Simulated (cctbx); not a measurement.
**What is wrong with this refinement?**

Cell a = 17.3010 Å, b = 3.9120 Å, c = 8.3860 Å, α = 90.00°, β = 103.11°, γ = 90.00°; space group C2/m (no. 12).

Simulated single-crystal data (cctbx): Mo Kα, λ = 0.71073 Å, to d = 0.65 Å, 80 % of the full sphere, strongest reflection 20000 counts, noise from counting, a 2 % proportional error and a noise floor of 2 counts (s.d.); no absorption.

An isotropic refinement with weights 1/σ² prints:

```text
Rint 0.025, 1167 unique reflections to 0.65 A
cycle     R1     wR2    GooF  max shift (A)
   1  0.1645  0.4056  11.853   0.30752
   8  0.0173  0.0573   1.674   0.00034
final R1 0.0173 wR2 0.0573 GooF 1.674  parameters 21  data/parameter 55.6
atom        x        y        z      Ueq    occ   su(xyz)  su(Uiso or U11)
Tb1    0.33291  0.50000  0.91622   0.0142  1.000  0.00004  0.0001
Cd1    0.36619  0.50000  0.43660   0.0161  1.000  0.00006  0.0001
Ag1    0.48699  0.00000  0.78943   0.0162  1.000  0.00006  0.0001
S1     0.00000  0.00000  0.00000   0.0177  1.000  0.00000  0.0004
S2     0.00000  0.50000  0.50000   0.0197  1.000  0.00000  0.0004
S3     0.32288  0.00000  0.69841   0.0178  1.000  0.00020  0.0003
S4     0.17681  0.50000  0.87504   0.0248  1.000  0.00024  0.0003
S5     0.38840  0.73669  0.43902   1.0000  1.000  0.01068  0.0293
difference map: max 1.01 min -1.24 rms 0.32
Q1    0.1687  0.0000  0.0542    4    1.01  0.26 A from Tb1
Q2    0.0213  0.5000  0.1947    4    1.01  0.22 A from Ag1
Q3    0.2388  0.5000  0.0778    4    0.99  1.79 A from S4
Q4    0.2091  0.5000  0.2712    4    0.89  0.66 A from S3
Q5    0.2379  0.0000  0.0336    4    0.88  1.38 A from Tb1
Q6    0.0994  0.5000  0.0160    4    0.84  1.98 A from S4
```

**Question.** Can this result stand? If not, what is the likely fault?

Mend it. The fault: spurious atom: S5. Against the right model at the same level, R1 goes from 0.0139 to 0.0173 and GooF from 0.90 to 1.67 and S5 takes U = the program's ceiling. A site with no density behind it hides by a very large U or drifts.

The compound is TbCdAgS3. The right model at the same level gives:

```text
Rint 0.025, 1167 unique reflections to 0.65 A
cycle     R1     wR2    GooF  max shift (A)
   1  0.2383  0.4933  14.389   0.07217
   2  0.0139  0.0310   0.903   0.00008
final R1 0.0139 wR2 0.0310 GooF 0.903  parameters 17  data/parameter 68.6
atom        x        y        z      Ueq    occ   su(xyz)  su(Uiso or U11)
Tb1    0.33291  0.50000  0.91622   0.0144  1.000  0.00002  0.0000
Cd1    0.36620  0.50000  0.43659   0.0163  1.000  0.00003  0.0001
Ag1    0.48698  0.00000  0.78945   0.0165  1.000  0.00003  0.0001
S1     0.00000  0.00000  0.00000   0.0179  1.000  0.00000  0.0002
S2     0.00000  0.50000  0.50000   0.0199  1.000  0.00000  0.0002
S3     0.32294  0.00000  0.69843   0.0180  1.000  0.00011  0.0001
S4     0.17674  0.50000  0.87498   0.0251  1.000  0.00013  0.0002
difference map: max 0.72 min -0.73 rms 0.17
Q1    0.2084  0.5000  0.2714    4    0.74  0.65 A from S3
Q2    0.1576  0.5000  0.3943    4    0.70  0.92 A from S3
Q3    0.2514  0.0000  0.5996    4    0.68  1.32 A from S3
Q4    0.2387  0.5000  0.0783    4    0.68  1.80 A from S4
Q5    0.0420  0.0000  0.1878    4    0.68  1.58 A from S1
Q6    0.0722  0.0000  0.2908    4    0.67  2.24 A from Ag1
```

Isotropic U is held between 0.0001 and 1 Å² by the program, and listed peak heights are interpolated, so they can pass the grid's maximum.

This is a model crystal, built by substitution and not relaxed, with assumed displacement parameters.

[Middle refinement cycles are left out of these outputs.]

[Logs are printed without paths, hosts, clocks, repeated set-up lines and the standing remarks that a program may print on its own settings, such as how far it seeks lower states.]
